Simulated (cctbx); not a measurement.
**Interatomic vectors of Fe4CoGeB2**

Space group I4/mcm (no. 140), a = 5.6190 Å, b = 5.6190 Å, c = 10.3590 Å, α = 90.00°, β = 90.00°, γ = 90.00°, content Ge4 Co4 Fe16 B8.

The data are simulated with cctbx, not measured: synchrotron X-rays, λ = 0.4959 Å, to d = 0.6 Å, 80 % of the full sphere, strongest reflection 70000 counts, noise from counting, a 1.5 % proportional error and a noise floor of 15 counts (s.d.); no absorption.

Patterson synthesis, origin scaled to 1000:

```text
Patterson group I 4/m m m
      u       v       w   height  length (A)
  0.000   0.000   0.000   1000.0     0.00
  0.000   0.000   0.260    602.7     2.70
  0.000   0.000   0.500    432.3     5.18
  0.168   0.333   0.122    273.9     2.44
  0.000   0.337   0.500    245.3     5.52
  0.000   0.336   0.220    107.4     2.96
  0.165   0.165   0.500    102.8     5.34
  0.167   0.167   0.219     39.6     2.63
  0.000   0.298   0.138      9.2     2.20
  0.123   0.377   0.250      8.7     3.42
  0.000   0.152   0.478     -9.6     5.02
  0.000   0.343   0.363    -12.1     4.22
  0.000   0.500   0.025    -14.3     2.82
  0.000   0.500   0.250    -15.3     3.82
```

**Question.** Which atom pairs make the peaks, and where is the heaviest atom?

A peak at u stands for all pairs with xi − xj = u, with weight Σ ZiZj against Σ Z² = 18028 at the origin. Peak heights follow these weights only roughly, since form factors, motion and series ripples differ, all vectors within 0.55 Å of a peak are counted as merged into it though the farther ones add only part of their weight, and F(000) is left out, which lowers the whole map:

| u | v | w | shortest length (Å) | height | 1000 ΣZiZj/ΣZ² | pairs in the cell |
| --- | --- | --- | --- | --- | --- | --- |
| 0.000 | 0.000 | 0.260 | 2.69 | 603 | 683 | 8 × Ge–Co, 8 × Fe–Fe |
| 0.000 | 0.000 | 0.500 | 3.97 | 432 | 389 | 4 × Ge–Ge, 4 × Co–Co |
| 0.168 | 0.333 | 0.122 | 2.45 | 274 | 340 | 4 × Ge–Fe, 4 × Co–Fe |
| 0.000 | 0.337 | 0.500 | 2.96 | 245 | 306 | 8 × Fe–Fe, 4 × B–B |
| 0.000 | 0.336 | 0.220 | 2.96 | 107 | 150 | 4 × Fe–Fe |
| 0.165 | 0.165 | 0.500 | 2.66 | 103 | 150 | 4 × Fe–Fe |

The table stops at ten peaks or at a height of 45, below which ripples compete. In the model behind the data Ge, the heaviest element, has 1 independent site: (1/2, 1/2, 1/4), up to an allowed shift of origin; the Ge–Ge vectors are differences of these positions and their symmetry mates. The whole model:

```
atom  mult.       x       y       z  Ueq (Å²)
 Ge1      4     1/2     1/2     1/4    0.0100
 Co1      4       0       0       0    0.0107
 Fe1     16  0.3322  0.1678  0.1394    0.0132
  B1      8  0.8775  0.6225       0    0.0130
```

The model is made up (kin elements in a known structure type, no relaxation), so it says nothing on whether the phase exists.

[Logs are printed without paths, hosts, clocks, repeated set-up lines and the standing remarks that a program may print on its own settings, such as how far it seeks lower states.]
